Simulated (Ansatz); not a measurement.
## MgZrO3 (built on the sites of a database entry of BaZrO3): a soft mode frozen in

Which phase does MgZrO3 (built on the sites of a database entry of BaZrO3) fall into along its unstable mode, and how much energy does it gain?

Main program and level: Ansatz 0.2.0; DFT PBEsol, scalar-relativistic, plane waves, norm-conserving pseudopotentials.

The structure was built from a prototype and need not be the compound's stable phase.

### 1. The structure

The structure is cubic, space group Pm-3m (No. 221). Conventional cell: a = 4.071 Å, b = 4.071 Å, c = 4.071 Å, α = 90.00°, β = 90.00°, γ = 90.00°. Nearest to Mg lie 12 O at 2.88 Å. Nearest to Zr lie 6 O at 2.04 Å. Nearest to O lie 2 Zr at 2.04 Å. Farther neighbours and most contacts between anions are not listed.

### 2. Linear response at the zone centre

The cell comes from relaxations at this level that are not shown. The zone centre is the only wavevector solved here; it holds the modes that light can see, as far as symmetry allows. The response to a homogeneous field gives the Born charges and the dielectric tensor, and its change with displacement the Raman tensors.

input.yaml reads:

```yaml
crystal:
  lattice:
    - [4.071198049, 0.0, 0.0]
    - [0.0, 4.071198049, 0.0]
    - [0.0, 0.0, 4.071198049]
  atoms:
    - { symbol: Mg, position: [0.0, 0.0, 0.0] }
    - { symbol: Zr, position: [0.5, 0.5, 0.5] }
    - { symbol: O, position: [0.0, 0.5, 0.5] }
    - { symbol: O, position: [0.5, 0.0, 0.5] }
    - { symbol: O, position: [0.5, 0.5, 0.0] }
kpoints:
  mp_grid: { grid: [8, 8, 8] }
hamiltonian:
  xc: pbesol
  pseudopotentials: { kind: nc }
scf:
  occupations: { method: fixed }
output:
  eigenvalues: true
phonons:
  method: dfpt
  dielectric: true
  rigid_motions: translations
  raman: true
```

Launch:

```
$ ansatz run input.yaml --threads 4 --pin off --max-ram 7168MiB --backend cpu --events-out ev --progress --plain --runs-dir out
```

Numbers of over 12 decimals in the logs are rounded to 6 here.

What it wrote:

```text
Engine: ansatz 0.2.0, aarch64-unknown-linux-gnu
Pseudopotentials: kind: nc
Pseudopotential: Mg, nc, valence charge 10, recommended cutoff 1142.878222 eV (normal), Mg.nc.azcp (PseudoDojo's, or run here from an input of PseudoDojo's: the run reads no file of this project's for it)
Pseudopotential: Zr, nc, valence charge 12, recommended cutoff 897.975746 eV (normal), Zr.nc.azcp (PseudoDojo's, or run here from an input of PseudoDojo's: the run reads no file of this project's for it)
Pseudopotential: O, nc, valence charge 6, recommended cutoff 1142.878222 eV (normal), O.nc.azcp (PseudoDojo's, or run here from an input of PseudoDojo's: the run reads no file of this project's for it)
Functional definition: PBEsol
  exchange = pbesol_x
  correlation = pbesol_c
Crystal: 5 atoms, lattice volume = 67.479 Å³
Basis set: ecut = 1142.878222 eV, 5887 PW (Γ), exchange–correlation on 90×90×90 points (8 copies of the dense FFT grid, shifted against one another)
Bands: 25, of which v1, the nominal top of the filled ones, is band 20 counted from 1 (19 counted from 0)
Symmetry: 48 space group operations
k-points: 170 of 512 (irreducible under 2 space group operations, time reversal used)
Non-local potential: Mg, projectors of the file, l = 0: 2, l = 1: 2
Non-local potential: Zr, projectors of the file, l = 0: 2, l = 1: 2, l = 2: 2
Non-local potential: O, projectors of the file, l = 0: 2, l = 1: 2, l = 2: 1
Initial density: superposition of atomic densities (chi_scale 0.1, normalization cell, long waves kept (reshape's long-wave potential 0.00 eV rms))
Initial wavefunctions: pseudopotential atomic-orbital guess
Functional: x = pbesol(κ = 0.804, μ = 0.123457), c = pbesol(β = 0.046)
SCF iter   1: F=—  HF=-4343.686872 eV  |F-HF|=—  |Δ(HF+E_count)|=         —  Δρ=6.73e-2  dr2=3.36e0  ethr=3.10e-3  ⟨swp⟩=5.3  Hψ=17448  notcnv=0  defer=414
preconditioner: auto → Resta (q_TF=auto, 2.501 Å⁻¹)  ε∞=5.0  [insulator: Δε(μ)=1.763 eV  Ē_g=11.064 eV  n_scr=18 (ndim 8)  ℏωp=22.1 eV  f_vac=0.000  ε∞_Penn≈5.0]
SCF iter   2: F=—  HF=-4342.773147 eV  |F-HF|=—  |Δ(HF+E_count)|=   9.14e-1  Δρ=3.62e-2  dr2=1.07e0  ethr=3.10e-3  ⟨swp⟩=2.8  Hψ=9292  notcnv=0  defer=429
SCF iter   3: F=—  HF=-4342.443351 eV  |F-HF|=—  |Δ(HF+E_count)|=   3.30e-1  Δρ=8.68e-3  dr2=7.03e-2  ethr=2.67e-3  ⟨swp⟩=3.7  Hψ=9015  notcnv=0  defer=443
SCF iter   4: F=—  HF=-4342.431710 eV  |F-HF|=—  |Δ(HF+E_count)|=   1.16e-2  Δρ=4.31e-3  dr2=9.39e-3  ethr=1.76e-4  ⟨swp⟩=2.2  Hψ=6964  notcnv=0  defer=490
SCF iter   5: F=—  HF=-4342.430131 eV  |F-HF|=—  |Δ(HF+E_count)|=   1.58e-3  Δρ=8.07e-4  dr2=7.01e-4  ethr=2.35e-5  ⟨swp⟩=2.2  Hψ=6395  notcnv=0  defer=494
SCF iter   6: F=—  HF=-4342.429956 eV  |F-HF|=—  |Δ(HF+E_count)|=   1.75e-4  Δρ=2.67e-4  dr2=3.27e-5  ethr=1.75e-6  ⟨swp⟩=2.1  Hψ=6341  notcnv=0  defer=494
SCF iter   7: F=—  HF=-4342.429945 eV  |F-HF|=—  |Δ(HF+E_count)|=   1.11e-5  Δρ=3.20e-5  dr2=5.10e-7  ethr=8.17e-8  ⟨swp⟩=2.0  Hψ=6091  notcnv=0  defer=372
SCF iter   8: F=—  HF=-4342.429876 eV  |F-HF|=—  |Δ(HF+E_count)|=   6.95e-5  Δρ=4.75e-6  dr2=1.41e-8  ethr=1.27e-9  ⟨swp⟩=2.1  Hψ=6736  notcnv=0  defer=222
SCF iter   9: F=—  HF=-4342.429876 eV  |F-HF|=—  |Δ(HF+E_count)|=   8.95e-9  Δρ=8.05e-7  dr2=3.73e-10  ethr=3.54e-11  ⟨swp⟩=2.3  Hψ=6790  notcnv=0  defer=222
SCF iter  10: F=-4342.429876 eV  HF=-4342.429876 eV  |F-HF|=1.09e-11  |Δ(HF+E_count)|=  4.17e-10  Δρ=1.55e-7  dr2=9.03e-12  ethr=1.00e-12  ⟨swp⟩=14.6  Hψ=30038  notcnv=0
SCF 1 converged in 10 iterations: F = -4342.429876 eV  dr2 = 9.03e-12
DFPT response loops at Γ: preconditioner auto → Resta (q_TF=auto, 2.501 Å⁻¹)  ε∞=8.8 (no band partly filled); β = 1.00, the filter's whole step (`scf.mixing.beta` (0.50) is not read by the response loops at its default; to damp them type it under 1.00, their step now; it binds the ground state too); Broyden in place of MSR1
── the response to a field inside a basis, on 10×10×10 k-points: an SCF that follows is theirs, and a resumed run solves both again ──
Bands: 21, of which v1, the nominal top of the filled ones, is band 20 counted from 1 (19 counted from 0)
k-points: 35
Initial density: handed on by an earlier stage of this run
Initial wavefunctions: pseudopotential atomic-orbital guess (no wavefunctions were taken with the density)
Eigensolver: Dense (35 Hₖ)
SCF iter   1: F=—  HF=-4342.416981 eV  |F-HF|=—  |Δ(HF+E_count)|=         —  Δρ=1.37e-4  dr2=9.33e-7  ethr=1.00e-1
preconditioner: auto → Resta (q_TF=auto, 2.501 Å⁻¹)  ε∞=7.3  [insulator: Δε(μ)=0.934 eV  Ē_g=8.797 eV  n_scr=18 (ndim 8)  ℏωp=22.1 eV  f_vac=0.000  ε∞_Penn≈7.3]
SCF iter   2: F=—  HF=-4342.416983 eV  |F-HF|=—  |Δ(HF+E_count)|=   2.55e-6  Δρ=7.12e-5  dr2=2.72e-7  ethr=2.33e-9
SCF iter   3: F=—  HF=-4342.416984 eV  |F-HF|=—  |Δ(HF+E_count)|=   9.95e-7  Δρ=2.71e-6  dr2=4.44e-9  ethr=6.79e-10
SCF iter   4: F=—  HF=-4342.416984 eV  |F-HF|=—  |Δ(HF+E_count)|=  3.29e-10  Δρ=1.71e-6  dr2=1.52e-9  ethr=1.11e-11
SCF iter   5: F=—  HF=-4342.416984 eV  |F-HF|=—  |Δ(HF+E_count)|=  2.36e-10  Δρ=4.54e-7  dr2=1.70e-10  ethr=3.79e-12
SCF iter   6: F=-4342.416984 eV  HF=-4342.416984 eV  |F-HF|=0.00e0  |Δ(HF+E_count)|=  1.36e-11  Δρ=9.42e-8  dr2=6.33e-12  ethr=1.00e-12
SCF 1 converged in 6 iterations: F = -4342.416984 eV  dr2 = 6.33e-12
DFPT response loops at Γ: preconditioner auto → Resta (q_TF=auto, 2.501 Å⁻¹)  ε∞=8.0 (no band partly filled); β = 1.00, the filter's whole step (`scf.mixing.beta` (0.50) is not read by the response loops at its default; to damp them type it under 1.00, their step now; it binds the ground state too); Broyden in place of MSR1
DFPT response loops at Γ: mixed as the last ones told, above
WARN: field response: ε∞ stands inside a basis, on 10×10×10 points; the force constants stand on the 8×8×8 k-mesh, whose period is 13.34 times the interband length at k = (0.0000, 0.0000, 0.0000), direct gap 1.082 eV, under 14: take them and everything formed from them as unconverged, and compare with a denser kpoints.mp_grid
SCF converged after 10 iterations
Free energy (F): -4342.429876 eV
Harris-Foulkes:  -4342.429876 eV  (|F-HF|=1.09e-11)
Internal energy: -4342.429876 eV  (E = F + TS)
E sigma→0 (E₀):  -4342.429876 eV
Fermi energy:    7.318983 eV
--- Per-component energies (eV) ---
  E_band       = -495.642136
  E_kinetic    = 2210.046805
  E_local      = -3537.139331  (includes V_loc(G=0)·N_el)
  E_nonlocal   = -556.993171
  E_hartree    = 1135.846911
  E_xc         = -820.920147
  E_vxc        = -883.250300  (∫ρ·V_xc dr)
  E_ewald      = -2773.270942
  E_smearing   = -0.000000  (= −TS)
  E_closure    = -0.000000  (closes the sum)
  Σ components = -4342.429876   (vs F -4342.429876, Δ=0.00e0)
--- Band table (eV; the first three rows and the last of 170) ---
  k-point 0: bands = [... 16 lower, 6.2872, 7.0191, 7.0191, 7.0191, 8.1012, 11.1263, 11.1263, 11.1263, ... 1 higher]
  k-point 1: bands = [... 16 lower, 6.2189, 6.3701, 6.9893, 6.9893, 8.5462, 11.1510, 11.4786, 11.4786, ... 1 higher]
  k-point 2: bands = [... 16 lower, 5.8913, 6.0607, 6.9564, 6.9564, 9.4329, 11.2121, 12.2862, 12.2862, ... 1 higher]
  k-point 169: bands = [... 16 lower, 3.7939, 7.3190, 7.3190, 7.3190, 9.6040, 15.0400, 15.0400, 15.0400, ... 1 higher]
--- Phonons (Γ-DFPT): 4 representative perturbations + reference, on 170 of 512 k-points (Σ response iterations 13) ---
  k mesh reduced under 2 symmetry operations, with k and −k counted as one. Each operation leaves every solved perturbation unchanged. A smaller set is not considered because the run solves the response to a homogeneous field
  ASR residual: 1.217e-2 → 0.000e0 eV/Å²; symmetrization residual: 6.573e-6 eV/Å²
  ASR residual per site (eV/Å²): 1.22e-2 1.73e-4 5.82e-5 5.82e-5 5.82e-5
  Γ frequencies (cm⁻¹): -258.17 -258.17 -258.17 -217.81 -217.81 -217.81 0.00 0.00 0.00 182.45 182.45 182.45 641.12 641.12 641.12
  ε∞ (high-frequency dielectric tensor):
        5.194648     0.000000    -0.000000
        0.000000     5.194648     0.000000
       -0.000000     0.000000     5.194648
  softest optical mode at Γ: -258.17 cm⁻¹; the repairs (sum rule, projections) moved no ω² at Γ by more than (11.74 cm⁻¹)²
  Born effective charges Z* (e; rows j = field, columns β = displacement):
    site 0:
         2.68769   -0.00000   -0.00000
        -0.00000    2.68769    0.00000
         0.00000    0.00000    2.68769
    site 1:
         5.83653   -0.00000    0.00000
         0.00000    5.83653    0.00000
        -0.00000    0.00000    5.83653
    site 2:
        -4.97399   -0.00000    0.00000
        -0.00000   -1.77511    0.00000
         0.00000    0.00000   -1.77511
    site 3:
        -1.77511    0.00000    0.00000
         0.00000   -4.97399    0.00000
         0.00000    0.00000   -1.77511
    site 4:
        -1.77511    0.00000    0.00000
        -0.00000   -1.77511    0.00000
         0.00000    0.00000   -4.97399
  Z* charge neutrality: 1.204e-3 e pre-enforcement
  solved inside a basis spanned on kpoints, on 10×10×10 k-points transformed towards the longest dipole: ε∞ is read to err by 2.0e-2, Z* by 5.2e-2 e (field_mesh: kpoints solves on kpoints); Z* is corrected for what the basis lacks
  Raman tensors (in the event stream and the table raman_tensors.tsv): an entry may err by 3.5e-3 Å², one of the second-order susceptibility by 1.0e-18 pm/V (basis, points and sum rule); their sum over the sites missed zero by 1.412e-20 Å² ahead of its enforcement
  optical modes at Γ without the LO–TO term, one row a degenerate level:
      ω (cm⁻¹)  modes    IR ((D/Å)²/amu)  static Raman (Å⁴/amu)  depolarisation
       -258.17      3            67.5607                 0.0000               —
       -217.81      3             0.0000                 0.0000               —
        182.45      3            14.5385                 0.0000               —
        641.12      3            98.6090                 0.0000               —
  optical modes at Γ + LO–TO along q̂ = [1.0000, 0.0000, 0.0000]:
      ω (cm⁻¹)  modes    IR ((D/Å)²/amu)  static Raman (Å⁴/amu)  depolarisation
       -258.17      2            45.0405                 0.0000               —
       -217.81      3             0.0000                 0.0000               —
        -74.12      1             2.8636                 0.0000               —
        182.45      2             9.6923                 0.0000               —
        279.77      1             7.1758                 0.0000               —
        641.12      2            65.7393                 0.0000               —
        819.39      1            50.1967                 0.0000               —
  optical modes at Γ + LO–TO along q̂ = [0.0000, 1.0000, 0.0000]:
      ω (cm⁻¹)  modes    IR ((D/Å)²/amu)  static Raman (Å⁴/amu)  depolarisation
       -258.17      2            45.0405                 0.0000               —
       -217.81      3             0.0000                 0.0000               —
        -74.12      1             2.8636                 0.0000               —
        182.45      2             9.6923                 0.0000               —
        279.77      1             7.1758                 0.0000               —
        641.12      2            65.7393                 0.0000               —
        819.39      1            50.1967                 0.0000               —
  optical modes at Γ + LO–TO along q̂ = [0.0000, 0.0000, 1.0000]:
      ω (cm⁻¹)  modes    IR ((D/Å)²/amu)  static Raman (Å⁴/amu)  depolarisation
       -258.17      2            45.0405                 0.0000               —
       -217.81      3             0.0000                 0.0000               —
        -74.12      1             2.8636                 0.0000               —
        182.45      2             9.6923                 0.0000               —
        279.77      1             7.1758                 0.0000               —
        641.12      2            65.7393                 0.0000               —
        819.39      1            50.1967                 0.0000               —
```

Wall time 4.9 min (4 threads of Arm Neoverse V2, shared host); peak memory 4 GiB; 19 min of CPU time.

This step gave:

```yaml
gap_on_the_k_mesh: 0.7822 eV
volume_per_atom: 13.50 Å³
sum_rule_residual_before_enforcement: 0.01217 eV/Å²
miss_of_the_charge_sum_rule: 0.001204 e
estimated_error_of_the_dielectric_tensor: 0.02043
estimated_error_of_the_born_charges: 0.05159 e
point_group: m-3m
highest_optical_mode_at_the_zone_centre_no_lo_to_term: 641.1 cm⁻¹
lowest_optical_zone_centre_mode: -258.2 cm⁻¹
mean_high_frequency_dielectric_constant: 5.195
largest_born_charge_third_of_the_trace: 5.837 e
top_of_the_zone_centre_spectrum_with_the_field: 819.4 cm⁻¹
```

Without the LO-TO term. Patterns of degenerate modes are one choice out of their space. The modes at Γ (shares of kinetic energy by element, %) (negative means imaginary):

| mode | frequency (cm⁻¹) | symmetry | Mg % | Zr % | O % |
| --- | --- | --- | --- | --- | --- |
| 1 | -258.2 | T1u | 57 | 0 | 43 |
| 2 | -258.2 | T1u | 57 | 0 | 43 |
| 3 | -258.2 | T1u | 57 | 0 | 43 |
| 4 | -217.8 | T2u | 0 | 0 | 100 |
| 5 | -217.8 | T2u | 0 | 0 | 100 |
| 6 | -217.8 | T2u | 0 | 0 | 100 |
| 7 | 0.0 | acoustic | 15 | 56 | 29 |
| 8 | 0.0 | acoustic | 15 | 56 | 29 |
| 9 | 0.0 | acoustic | 15 | 56 | 29 |
| 10 | 182.4 | T1u | 28 | 38 | 33 |
| 11 | 182.4 | T1u | 28 | 38 | 33 |
| 12 | 182.4 | T1u | 28 | 38 | 33 |
| 13 | 641.1 | T1u | 0 | 6 | 94 |
| 14 | 641.1 | T1u | 0 | 6 | 94 |
| 15 | 641.1 | T1u | 0 | 6 | 94 |

Displacements in mode 3 (-258.2 cm⁻¹), the largest set to 1:
```
Mg1  0.00  1.00  0.29
Zr2  0.00  0.03  0.01
O3   0.00 -0.75 -0.22
O4   0.00 -0.19 -0.22
O5   0.00 -0.75 -0.06
```

Displacements in mode 4 (-217.8 cm⁻¹), the largest set to 1:
```
Mg1  0.00  0.00  0.00
Zr2  0.00  0.00  0.00
O3   0.00  0.74  1.00
O4   0.08  0.00 -1.00
O5  -0.08 -0.74  0.00
```

Before it was imposed, the acoustic sum rule was missed by 0.012 eV/Å² and the charge sum rule by 0.0012 e. Small misses are needed for a sound result but don't prove that mesh and cutoff are converged. The lowest optical mode is imaginary, 258.2i cm⁻¹, so the energy falls along it.

The log warns of the k mesh: “the force constants stand on the 8×8×8 k-mesh, whose period is 13.34 times the interband length at k = (0.0000, 0.0000, 0.0000), direct gap 1.082 eV, under 14: take them and everything formed from them as unconverged”.

### 3. The mode frozen in, largest atomic shift 0 Å

The mode followed lies at Γ with frequency 258.2i cm⁻¹ and is 3-fold degenerate, the softest among the wavevectors solved. At small amplitude the distorted cell has space group no. 99 by a symmetry search on the positions. The undistorted cell that holds it gives the zero of energy on the same k mesh.

Changes to input.yaml since step 2:

```diff
@@ -17,9 +17,6 @@
 scf:
-  occupations: { method: fixed }
+  occupations: { method: gaussian, width: 0.02 }
 output:
+  forces: true
+  stress: true
   eigenvalues: true
-phonons:
-  method: dfpt
-  dielectric: true
-  rigid_motions: translations
-  raman: true
```

What it wrote:

```text
[...]
Crystal: 5 atoms, lattice volume = 67.479 Å³
Basis set: ecut = 1142.878222 eV, 5887 PW (Γ), exchange–correlation on 90×90×90 points (8 copies of the dense FFT grid, shifted against one another)
Bands: 25, of which v1, the nominal top of the filled ones, is band 20 counted from 1 (19 counted from 0)
Symmetry: 48 space group operations
[...]
k-points: 35 of 512
[...]
P = ⅓ Tr σ = 0.0027 GPa (0.027 kbar)
--- Band table (eV; the first three rows and the last of 35) ---
  k-point 0: bands = [... 16 lower, 6.2872, 7.0191, 7.0191, 7.0191, 8.1012, 11.1263, 11.1263, 11.1263]
  k-point 1: bands = [... 16 lower, 6.2188, 6.3701, 6.9892, 6.9892, 8.5462, 11.1510, 11.4787, 11.4787]
  k-point 2: bands = [... 16 lower, 5.8913, 6.0607, 6.9563, 6.9563, 9.4329, 11.2121, 12.2862, 12.2862]
  k-point 34: bands = [... 16 lower, 3.7939, 7.3189, 7.3189, 7.3189, 9.6040, 15.0400, 15.0400, 15.0400]
[key lines of the parts left out:]
SCF converged after 8 iterations
Free energy (F): -4342.429876 eV
Fermi energy:    7.710345 eV
```

Elapsed: 2.5 s, on 4 threads; peak memory 0.55 GiB.

This step gave:

```
pressure                         : 0.002716 GPa
energy from the undistorted cell : 0 meV/atom
```

At this level the gap is 0.78 eV on the k-mesh of the self-consistent run, which can miss the band edges.

### 4. The mode frozen in, largest atomic shift 0.6 Å

The atoms are moved along the unstable eigenvector, the largest shift by 0.6 Å, with the cell fixed.

input.yaml, the sections that differ from step 3:

```yaml
crystal:
  lattice:
    - [4.071198049, 0.0, 0.0]
    - [0.0, 4.071198049, 0.0]
    - [0.0, 0.0, 4.071198049]
  atoms:
    - { symbol: Mg, position: [0.0, 0.1473767655, 0.0] }
    - { symbol: Zr, position: [0.5, 0.5043139859, 0.5] }
    - { symbol: O, position: [0.0, 0.3899087134, 0.5] }
    - { symbol: O, position: [0.5, -0.0283031262, 0.5] }
    - { symbol: O, position: [0.5, 0.3899087134, 0.0] }
# kpoints, hamiltonian, scf, output: as in step 3
```

What it wrote:

```text
[...]
Crystal: 5 atoms, lattice volume = 67.479 Å³
Basis set: ecut = 1142.878222 eV, 5887 PW (Γ), exchange–correlation on 90×90×90 points (8 copies of the dense FFT grid, shifted against one another)
Bands: 25, of which v1, the nominal top of the filled ones, is band 20 counted from 1 (19 counted from 0)
Symmetry: 8 space group operations
[...]
--- Band table (eV; the first three rows and the last of 75) ---
  k-point 0: bands = [... 16 lower, 5.9240, 6.2156, 6.2156, 7.0807, 8.6341, 10.7391, 12.5687, 12.5687]
  k-point 1: bands = [... 16 lower, 5.9488, 6.0978, 6.2237, 7.1029, 9.0132, 11.0151, 12.2870, 12.5966]
  k-point 2: bands = [... 16 lower, 5.7000, 6.0328, 6.2441, 7.0982, 9.8090, 11.6445, 12.1612, 12.6629]
  k-point 74: bands = [... 16 lower, 3.7746, 6.4581, 7.2233, 7.2233, 9.9258, 14.0554, 14.0554, 14.3475]
[key lines of the parts left out:]
SCF converged after 9 iterations
Free energy (F): -4343.452549 eV
Fermi energy:    7.928779 eV
P = ⅓ Tr σ = -0.6136 GPa (-6.136 kbar)
```

Elapsed: 9.2 s, on 4 threads; peak memory 0.64 GiB.

This step gave:

```yaml
pressure: -0.6136 GPa
gap_on_the_k_mesh: 1.411 eV
energy_from_the_undistorted_cell: -204.5 meV/atom
```

The energy, extrapolated to zero smearing, is -204.53 meV/atom against the undistorted cell.

The run ends at a pressure of -0.61 GPa, with forces up to 1.2 eV/Å.

### 5. Energy along the mode, all amplitudes (two of the runs are shown above)

An imaginary frequency means negative curvature, so the energy should fall and then rise again as anharmonic terms take over.

This step gave:

- depth at the lowest point sampled: 204.5 meV/atom
- largest atomic shift at that point: 0.6 Å

Energy from the parent against largest atomic shift:

| largest atomic shift (Å) | energy from the parent (meV/atom) |
| --- | --- |
| 0.000 | 0 |
| 0.040 | -1.68 |
| 0.080 | -6.65 |
| 0.140 | -19.9 |
| 0.220 | -47.0 |
| 0.320 | -91.0 |
| 0.450 | -152 |
| 0.600 | -205 |

Displacement at unit largest shift by atom:

| atom | x (Å) | y (Å) | z (Å) | size |
| --- | --- | --- | --- | --- |
| Mg1 | 0.00 | 1.00 | 0.00 | 1.00 |
| Zr2 | 0.00 | 0.03 | 0.00 | 0.03 |
| O3 | 0.00 | -0.75 | 0.00 | 0.75 |
| O4 | 0.00 | -0.19 | 0.00 | 0.19 |
| O5 | 0.00 | -0.75 | 0.00 | 0.75 |

The lowest of the steps tried is the last one, at 0.6 Å, 205 meV/atom below the parent; the bottom of the well need not coincide with a step.

[end of part 1 of 3]

[Logs are printed without paths, hosts, clocks, repeated set-up lines and the standing remarks that a program may print on its own settings, such as how far it seeks lower states.]

[Hosts, paths, dates, database ids (printed as entryN), source tags and the programs' standing remarks are cut or masked in the printed files.]
